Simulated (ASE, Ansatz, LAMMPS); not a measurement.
# Σ7 (111) twist boundary in a CdSe-CdTe solid solution (84 atoms): geometry optimisation, part 3 of 3

Wanted: the relaxed structure of Σ7 (111) twist boundary in a CdSe-CdTe solid solution (84 atoms) and its electronic structure.

Ansatz 0.2.0; Kohn-Sham DFT, PBE, PAW (set soft_2, large core), plane waves.

The cell: 42 Cd, 27 Se and 15 Te. The host structure and its lattice constant were typed by rule, without a check against the phase diagram. Only the Γ point is sampled, in a cell whose shortest periodic width is 10 Å. No spin–orbit coupling is included.

So far. Step 4 (Relaxation): The relaxation changed the energy by -14.2 meV/atom, and atoms moved by 0.42 Å r.m.s., 0.83 Å at most.

**6. Single point at the relaxed geometry**

The electronic structure is read at the final geometry, in a run of its own.

input.yaml

```yaml
crystal:
  lattice:
    - [11.63132, 0.0, 0.0]
    - [5.81566, 10.07302, 0.0]
    - [0.0, 0.0, 21.36885]
  atoms:
    - { symbol: Cd, position: [0.56638, 0.35565, 0.44957] }
    - { symbol: Se, position: [0.55376, 0.35728, 0.06915] }
    - { symbol: Cd, position: [0.70857, 0.12116, 0.11991] }
    - { symbol: Se, position: [0.72642, 0.11765, 0.24258] }
    - { symbol: Cd, position: [0.13913, 0.60714, 0.43615] }
    - { symbol: Se, position: [0.11218, 0.62763, 0.05438] }
    - { symbol: Cd, position: [0.17182, 0.801, 0.10184] }
    - { symbol: Te, position: [0.15159, 0.81845, 0.23198] }
    - { symbol: Cd, position: [0.21877, 0.22167, 0.43827] }
    - { symbol: Te, position: [0.25542, 0.21278, 0.05124] }
    - { symbol: Cd, position: [0.30951, 0.40786, 0.10312] }
    - { symbol: Se, position: [0.30099, 0.40857, 0.22648] }
    - { symbol: Cd, position: [0.36389, 0.58159, 0.27621] }
    - { symbol: Se, position: [0.36934, 0.57658, 0.39895] }
    - { symbol: Cd, position: [0.48208, 0.18472, 0.27749] }
    - { symbol: Te, position: [0.473, 0.18608, 0.40729] }
    - { symbol: Cd, position: [0.65375, 0.9275, 0.45177] }
    - { symbol: Se, position: [0.66563, 0.94022, 0.06534] }
    - { symbol: Cd, position: [0.82595, 0.5115, 0.43622] }
    - { symbol: Te, position: [0.82163, 0.5002, 0.0531] }
    - { symbol: Cd, position: [0.86861, 0.69986, 0.1] }
    - { symbol: Se, position: [0.86499, 0.68549, 0.22398] }
    - { symbol: Cd, position: [0.90134, 0.87016, 0.27643] }
    - { symbol: Te, position: [0.91037, 0.85598, 0.40683] }
    - { symbol: Cd, position: [0.95404, 0.05706, 0.45356] }
    - { symbol: Te, position: [0.95846, 0.05024, 0.068] }
    - { symbol: Cd, position: [0.01697, 0.25235, 0.10206] }
    - { symbol: Se, position: [0.01059, 0.26414, 0.22558] }
    - { symbol: Cd, position: [0.06373, 0.45196, 0.26155] }
    - { symbol: Se, position: [0.05771, 0.45167, 0.38588] }
    - { symbol: Cd, position: [0.40127, 0.76893, 0.44572] }
    - { symbol: Se, position: [0.40201, 0.7712, 0.06634] }
    - { symbol: Cd, position: [0.43699, 0.96668, 0.10506] }
    - { symbol: Te, position: [0.4396, 0.98037, 0.23433] }
    - { symbol: Cd, position: [0.59025, 0.54622, 0.11679] }
    - { symbol: Se, position: [0.60014, 0.53201, 0.2388] }
    - { symbol: Cd, position: [0.63589, 0.72983, 0.27373] }
    - { symbol: Se, position: [0.62414, 0.73786, 0.39723] }
    - { symbol: Cd, position: [0.79193, 0.2955, 0.27954] }
    - { symbol: Se, position: [0.80167, 0.30078, 0.40297] }
    - { symbol: Cd, position: [0.18758, 0.028, 0.26809] }
    - { symbol: Te, position: [0.1949, 0.00805, 0.39876] }
    - { symbol: Cd, position: [0.56032, 0.03672, 0.9496] }
    - { symbol: Te, position: [0.55967, 0.03989, 0.57305] }
    - { symbol: Cd, position: [0.95105, 0.95675, 0.94574] }
    - { symbol: Se, position: [0.96602, 0.95392, 0.56989] }
    - { symbol: Cd, position: [0.73552, 0.11291, 0.62536] }
    - { symbol: Se, position: [0.73469, 0.11552, 0.74802] }
    - { symbol: Cd, position: [0.40517, 0.77631, 0.94261] }
    - { symbol: Se, position: [0.38903, 0.7838, 0.56983] }
    - { symbol: Cd, position: [0.16336, 0.9851, 0.6114] }
    - { symbol: Se, position: [0.15544, 0.98057, 0.73454] }
    - { symbol: Cd, position: [0.92387, 0.17148, 0.7806] }
    - { symbol: Se, position: [0.9129, 0.19031, 0.90374] }
    - { symbol: Cd, position: [0.8232, 0.62239, 0.93456] }
    - { symbol: Te, position: [0.82516, 0.63573, 0.55448] }
    - { symbol: Cd, position: [0.5875, 0.80155, 0.61894] }
    - { symbol: Se, position: [0.59795, 0.81427, 0.74108] }
    - { symbol: Cd, position: [0.35946, 0.0009, 0.77662] }
    - { symbol: Se, position: [0.36426, 0.0073, 0.89967] }
    - { symbol: Cd, position: [0.21853, 0.51471, 0.94073] }
    - { symbol: Te, position: [0.24289, 0.50142, 0.5571] }
    - { symbol: Cd, position: [0.00389, 0.71486, 0.60093] }
    - { symbol: Se, position: [0.00426, 0.69809, 0.72499] }
    - { symbol: Cd, position: [0.78049, 0.87501, 0.78021] }
    - { symbol: Se, position: [0.79622, 0.85918, 0.90355] }
    - { symbol: Cd, position: [0.66909, 0.36098, 0.95404] }
    - { symbol: Te, position: [0.67234, 0.35623, 0.56991] }
    - { symbol: Cd, position: [0.42787, 0.55552, 0.61465] }
    - { symbol: Se, position: [0.43155, 0.54644, 0.73717] }
    - { symbol: Cd, position: [0.19109, 0.74495, 0.76744] }
    - { symbol: Te, position: [0.19225, 0.75254, 0.89747] }
    - { symbol: Cd, position: [0.89166, 0.3906, 0.60697] }
    - { symbol: Se, position: [0.86713, 0.40176, 0.72966] }
    - { symbol: Cd, position: [0.62915, 0.58023, 0.77352] }
    - { symbol: Se, position: [0.62915, 0.58305, 0.8967] }
    - { symbol: Cd, position: [0.12873, 0.20692, 0.9346] }
    - { symbol: Se, position: [0.11185, 0.20749, 0.55255] }
    - { symbol: Cd, position: [0.29867, 0.24801, 0.59917] }
    - { symbol: Te, position: [0.29938, 0.25201, 0.72942] }
    - { symbol: Cd, position: [0.04975, 0.46288, 0.76476] }
    - { symbol: Se, position: [0.0563, 0.44681, 0.88847] }
    - { symbol: Cd, position: [0.49058, 0.30604, 0.77781] }
    - { symbol: Te, position: [0.4772, 0.29996, 0.90859] }
kpoints:
  mp_grid: { grid: [1, 1, 1] }
hamiltonian:
  xc: pbe
  pseudopotentials: { kind: paw, core: large }
scf:
  occupations: { method: fermi_dirac, width: 0.025 }
output:
  forces: true
  stress: true
  populations: true
  dos:
    method: { smearing: { sigma: 0.15 } }
    de: 0.1
    projected:
      site_lists:
        Cd: [Cd]
        Se: [Se]
        Te: [Te]
        lower_grain: [0, 1, 2, 3, 4, 5, 6, 7, 8, 9, 10, 11, 12, 13, 14, 15, 16, 17, 18, 19, 20, 21, 22, 23, 24, 25, 26, 27, 28, 29, 30, 31, 32, 33, 34, 35, 36, 37, 38, 39, 40, 41]
        upper_grain: [42, 43, 44, 45, 46, 47, 48, 49, 50, 51, 52, 53, 54, 55, 56, 57, 58, 59, 60, 61, 62, 63, 64, 65, 66, 67, 68, 69, 70, 71, 72, 73, 74, 75, 76, 77, 78, 79, 80, 81, 82, 83]
  eigenvalues: true
  write_density: true
  write_potential: true
  volumetric_format: npy
  elf: true
```

Command:

```bash
ansatz run input.yaml --threads 4 --pin off --max-ram 8192MiB --backend cpu --events-out ev --progress --plain --runs-dir out
```

Numbers of over 12 decimals in the logs are rounded to 6 here.

The log of the run:

```text
[...]
Crystal: 84 atoms, lattice volume = 2503.628 Å³
Basis set: ecut = 420 eV, 49013 PW (Γ), exchange–correlation on 160×160×288 points (8 copies of the dense FFT grid, shifted against one another)
Bands: 656, of which v1, the nominal top of the filled ones, is band 546 counted from 1 (545 counted from 0)
Symmetry: 1 space group operations
[...]
k-points: 1
[...]
SCF iter   1: F=—  HF=-490520.953567 eV  |F-HF|=—  |Δ(HF+E_count)|=         —  Δρ=2.24e-2  dr2=2.46e1  ethr=3.10e-3  ⟨swp⟩=7.0  Hψ=2442  notcnv=0  defer=65
[...]
SCF iter  12: F=-490515.583370 eV  HF=-490515.583370 eV  |F-HF|=5.36e-9  |Δ(HF+E_count)|=   4.60e-8  Δρ=6.02e-7  dr2=1.20e-8  ethr=9.16e-12  ⟨swp⟩=20.0  Hψ=6022  notcnv=0
SCF 1 converged in 12 iterations: F = -490515.583370 eV  dr2 = 1.20e-8
[...]
SCF converged after 12 iterations
Free energy (F): -490515.583370 eV
[...]
Internal energy: -490515.582781 eV  (E = F + TS)
E sigma→0 (E₀):  -490515.583076 eV
Entropy (-TS):   -0.000589 eV (-0.007 meV/atom)
Fermi energy:    6.793466 eV
[...]
--- Forces (eV/Å), atoms counted from 1 ---
  atom   1  Cd     0.00098550     0.00007999     0.00141486
  atom   2  Se     0.00852818     0.01037257    -0.00010051
  atom   3  Cd     0.00148505     0.00161725     0.00466808
  atom   4  Se     0.00115589    -0.00166739    -0.00330811
  atom   5  Cd    -0.00051446     0.00107436     0.00038190
  atom   6  Se    -0.00524803    -0.00351419    -0.00429529
  atom   7  Cd     0.00149816     0.00350286     0.00389147
  atom   8  Te    -0.00104113    -0.00173184    -0.00399503
  atom   9  Cd     0.00280102    -0.00067439    -0.00380830
  atom  10  Te    -0.00085630     0.00125639     0.00289587
  atom  11  Cd     0.00189809    -0.00311243     0.00101238
  atom  12  Se    -0.00112154     0.00023024    -0.00118665
  atom  13  Cd     0.00070279    -0.00018152     0.00077399
  atom  14  Se     0.00027406    -0.00282494    -0.00016980
[...]
atom  83  Cd    -0.00314678     0.00013462     0.00248447
  atom  84  Te    -0.00422465    -0.00521322    -0.00685101
  max |Σ_I F_I| component: 6.38e-6 eV/Å
--- Stress (GPa, compression-positive) ---
        1.863096      -0.020839      -0.008917
       -0.020839       1.938792       0.007742
       -0.008917       0.007742       2.716274
  P = ⅓ Tr σ = 2.1727 GPa (21.727 kbar)
--- Band table (eV) ---
[...]
--- Löwdin populations: 84 sites ---
  site symbol       q [e]
     0     Cd     18.8111
     1     Se      7.0542
     2     Cd     18.7791
[...]
83     Te      6.8811
  spilling = 0.007977 (of n_electrons = 1092.000000)
```

It took 1.8 min on 4 threads of Arm Neoverse V1, shared host; peak memory 4.1 GiB.

The run gave:

```yaml
free_energy: -490515.5834 eV
free_energy_per_atom: -5839.4712 eV/atom
scf_cycles: 12
pressure: 2.173 GPa
r_m_s_force_component: 0.00257 eV/Å
longest_force: 0.01343 eV/Å
fermi_energy: 6.793 eV
spacing_of_highest_filled_and_lowest_empty_level: 0.3645 eV
spilling_of_the_projection: 0.007977
```

By region:

| region | atoms | mean length of the force (eV/Å) |
| --- | --- | --- |
| lower grain | 42 | 0.004 |
| upper grain | 42 | 0.004 |

Density of states as counts of states in windows of 1 eV (from the Fermi level), total and the larger projections:

| from (eV) | to (eV) | total | Cd d | upper grain | lower grain | Se p | Te p | Cd s |
| --- | --- | --- | --- | --- | --- | --- | --- | --- |
| -18 | -14 | 0.0 | 0.0 | 0.0 | 0.0 | 0.0 | 0.0 | 0.0 |
| -14 | -13 | 0.6 | 0.0 | 0.3 | 0.2 | 0.0 | 0.0 | 0.1 |
| -13 | -12 | 53.4 | 3.3 | 27.6 | 25.6 | 0.0 | 0.1 | 4.3 |
| -12 | -11 | 3.4 | 0.3 | 1.4 | 1.9 | 0.0 | 0.0 | 0.3 |
| -11 | -10 | 26.6 | 3.4 | 12.4 | 14.1 | 0.1 | 0.0 | 1.7 |
| -10 | -9 | 0.0 | 0.0 | 0.0 | 0.0 | 0.0 | 0.0 | 0.0 |
| -9 | -8 | 324.8 | 315.0 | 163.3 | 161.3 | 5.9 | 2.2 | 0.6 |
| -8 | -7 | 95.2 | 88.2 | 46.6 | 48.5 | 0.7 | 0.4 | 1.0 |
| -7 | -5 | 0.0 | 0.0 | 0.0 | 0.0 | 0.0 | 0.0 | 0.0 |
| -5 | -4 | 49.3 | 1.3 | 24.8 | 24.0 | 21.0 | 9.1 | 15.7 |
| -4 | -3 | 30.6 | 1.2 | 14.7 | 15.4 | 13.6 | 6.0 | 7.5 |
| -3 | -2 | 67.5 | 2.2 | 33.1 | 31.6 | 44.1 | 16.2 | 1.5 |
| -2 | -1 | 67.7 | 2.6 | 32.4 | 32.3 | 37.0 | 23.6 | 1.1 |
| -1 | 0 | 37.1 | 1.5 | 17.0 | 18.8 | 16.2 | 17.6 | 0.4 |
| 0 | 1 | 1.9 | 0.0 | 0.9 | 0.9 | 0.0 | 0.0 | 1.2 |
| 1 | 2 | 12.2 | 0.0 | 5.2 | 5.0 | 1.8 | 1.3 | 6.1 |
| 2 | 3 | 31.3 | 0.1 | 11.9 | 11.5 | 4.8 | 3.5 | 13.6 |
| 3 | 4 | 55.7 | 0.1 | 14.6 | 15.2 | 7.5 | 4.5 | 16.8 |
| 4 | 5 | 42.7 | 0.1 | 3.8 | 3.7 | 2.2 | 1.4 | 3.7 |

The stored curve holds about 756 of the 1092 electrons; the rest, give or take the few that broadening carries across the Fermi level, lie in deeper levels below its range.

The levels nearest the highest filled one (over half full), pooled over k-points and spins:

| level less the highest filled one (eV) | occupation |
| --- | --- |
| -0.277 | 2 |
| -0.230 | 2 |
| -0.190 | 2 |
| -0.103 | 2 |
| -0.0796 | 2 |
| 0 | 2.00 |
| 0.364 | 0.001 |
| 1.52 | 0 |
| 1.70 | 0 |
| 1.94 | 0 |
| 2.04 | 0 |
| 2.12 | 0 |

Planar average of the electrostatic potential energy along the normal, with the Fermi level as zero, after a running mean with a triangular window 4 Å wide at its base:

| height (Å) | potential energy (eV) |
| --- | --- |
| 0.0 | -1.12 |
| 0.6 | -1.81 |
| 1.2 | -3.11 |
| 1.8 | -3.58 |
| 2.4 | -2.64 |
| 3.0 | -1.18 |
| 3.7 | -0.67 |
| 4.3 | -1.87 |
| 4.9 | -3.38 |
| 5.5 | -3.69 |
| 6.1 | -2.53 |
| 6.7 | -1.03 |
| 7.3 | -0.58 |
| 7.9 | -1.63 |
| 8.5 | -3.12 |
| 9.1 | -3.60 |
| 9.6 | -2.74 |
| 10.2 | -1.44 |
| 11.0 | -1.12 |
| 11.6 | -2.21 |
| 12.2 | -3.31 |
| 12.8 | -3.27 |
| 13.4 | -2.05 |
| 13.9 | -0.86 |
| 14.5 | -0.92 |
| 15.1 | -2.28 |
| 15.7 | -3.69 |
| 16.3 | -3.69 |
| 16.9 | -2.33 |
| 17.5 | -0.95 |
| 18.3 | -1.07 |
| 18.8 | -2.56 |
| 19.4 | -3.68 |
| 20.0 | -3.37 |
| 20.6 | -2.10 |
| 21.2 | -1.16 |

ELF in the ca plane at fractional y = 0.190, with atoms of Cd and Te and Se within 0.2 Å of it. It is the smooth field of the valence electrons, not physical close to the nuclei.

Ten even steps from '0' (0.01) to '9' (0.87), each cell a mean:
```
02332221113678764100001111110001211000000011
03676532101244321111135554211000000000000012
14788753100001112211367886321000000000000012
03577642100001112211367886421000011100000011
01233321100134322111246776420001222211111244
00011112111478875310013443210012343222212578
00011233322699999630000111000012332233213799
00111244422699999741000000100001222233313799
00122233322589998620001222110000011122212689
00112112211356653211135776531000111111111245
00001111100012223322478899962001344321000011
00000000000012367642597445984003676531000011
00000000000012479742694684884113676531001344
01222100000011245532697445984113443221125788
36776531000001122222579999973001222322258999
89989863100000111111235554321001124542269965
98435885200000000000011223321101124543269976
96463886200000000000001246652112222222247999
98546986200000000000011257752247775321124677
68888863100122221000011234431489789852000122
24554222112577753100012222212795017863000000
11222333225899985210012322113896127862000000
00123454226999997310001111002699988741000000
01122343225899986300000000000257775310000001
```
Columns run along c (16.0 Å, from fractional 0.00 to 0.75 of the cell), rows up along a (11.6 Å). Atoms in or near the plane, at fractional coordinates: Cd at (0.28, 0.48), Te at (0.41, 0.47), Se at (0.55, 0.11).

Electrostatic potential energy in the ca plane at fractional y = 0.190, with atoms of Cd and Te and Se within 0.2 Å of it. With pseudopotentials it is smooth inside the atoms' cores, unlike the true potential.

Values in eV, 13 rows by 16 columns, each cell a mean:
```
 11   7   5  10   8   8   9  11  10   9  10  11  11  11  11   6
 10   8  10  11  10   6   5  10   6   6   9  11  11  11  11   6
 11  10   9  10  10   5   5  10   8   9  10  11   9   7  10   9
 11   8  -5   4   3  -9   8  11  11  10  10  10   5  -8   5  -1
 11   7 -10   1   5  -4   9  11  10  10  10  11   7  -2   7   4
 11  10   7   9   9   1   1   8  -1   3  10  11  10   9  10   9
 11  11  11  11   8 -16 -17   1 -16 -13   9  10   9  10  11  10
 10  10  11  11   9  -5  -6   5 -14  -8  10  10   3   5   9   1
 -3 -10   8  11  11  10   9  10   6   2   8   8 -12  -8   4 -20
-14 -17   3  11  11  11  11  10  -1 -19  -1   8  -1   1   8  -4
  0  -6   8  11  11  10  11  11   2 -13   2  -7  -5  10  11  10
  9   3  -4   8   3   4  10  11  10   8   8 -19 -16  10  11  11
 10  -2 -13   6  -7  -3  10  11  11  11  11   2   4  10  11  10
```
Columns run along c (16.0 Å, from fractional 0.00 to 0.75 of the cell; values clipped at the 3rd and 97th percentile), rows up along a (11.6 Å). Atoms in or near the plane, at fractional coordinates: Cd at (0.28, 0.48), Te at (0.41, 0.47), Se at (0.55, 0.11).

The surroundings of Cd81, picked at random, nearest first, numbered as they follow in the input and with coordinates relative to it.

| atom | x | y | z | distance (Å) | bonds |
| --- | --- | --- | --- | --- | --- |
| Cd81 | 0.00 | 0.00 | 0.00 | 0.00 | 4 |
| Se82 | -0.02 | -0.16 | 2.64 | 2.65 | 4 |
| Se64 | 0.84 | 2.37 | -0.85 | 2.65 | 4 |
| Se74 | -2.48 | -0.62 | -0.75 | 2.66 | 4 |
| Te80 | 1.68 | -2.12 | -0.76 | 2.81 | 4 |
| Cd73 | -2.26 | -0.73 | -3.37 | 4.12 | 4 |
| Cd65 | -0.74 | 4.15 | 0.33 | 4.23 | 4 |
| Cd55 | -1.71 | 1.61 | 3.63 | 4.32 | 4 |
| Cd53 | -3.16 | -2.94 | 0.34 | 4.33 | 4 |
| Cd71 | 3.28 | 2.84 | 0.06 | 4.34 | 4 |
| Cd75 | -4.21 | 1.18 | 0.19 | 4.38 | 4 |
| Cd61 | 2.26 | 0.52 | 3.76 | 4.42 | 4 |
| Cd63 | 0.93 | 2.54 | -3.50 | 4.42 | 4 |
| Cd79 | 1.65 | -2.16 | -3.54 | 4.46 | 4 |
| Cd77 | -0.57 | -2.58 | 3.63 | 4.49 | 4 |
| Cd83 | 4.22 | -1.58 | 0.28 | 4.51 | 4 |

The column of bonds counts only the pairs Cd-Se within 3.12 Å, Cd-Te within 3.30 Å; other neighbours, such as metal atoms beside each other in a compound, aren't counted, and periodic images can show an atom twice.

**7. Summary of results**

```
energy change in the relaxation                  : -14.21 meV/atom
r.m.s. displacement                              : 0.418 Å
largest displacement                             : 0.833 Å
free energy per atom                             : -5839.4712 eV/atom
density                                          : 5.815 g/cm³
pressure                                         : 2.173 GPa
r.m.s. force component                           : 0.00257 eV/Å
gap (highest filled to lowest empty level) : 0.3645 eV
wall time of the 3 DFT runs                      : 15 min
```

What this shows: Relaxation lowers the energy by 14.2 meV/atom and moves atoms by 0.42 Å r.m.s.; the r.m.s. force component goes from 0.17 to 0.0026 eV/Å, the pressure goes from 2.8 to 2.2 GPa, and the gap from 0.166 to 0.364 eV. By the final cutoffs 2 of 166 bonded pairs parted and 4 joined. Afterwards all atoms of each element have one and the same coordination, so bonds have reconnected across the defect, which no longer shows in the counts. From the first step to the last the energy fell by 1.193 eV, and the largest move was 0.83 Å (Cd67). The Cd-Se bonds change most in mean length: from 2.647 Å (spread 0.037) to 2.660 Å (spread 0.032), and their number from 107 to 108. By these cutoffs all Cd atoms have 4, all Se atoms have 4 and all Te atoms have 4 bonded neighbours. The highest filled and lowest empty levels differ by 0.364 eV at Γ alone; the mesh holds the band edges only if they fold onto it, so the gap at this level can be narrower or closed.

What to keep in mind: The pressure of 2.2 GPa says that the cell would expand at this level of theory.

[Logs are printed without paths, hosts, clocks, repeated set-up lines and the standing remarks that a program may print on its own settings, such as how far it seeks lower states.]

[Hosts, paths, dates, database ids (printed as entryN), source tags and the programs' standing remarks are cut or masked in the printed files.]
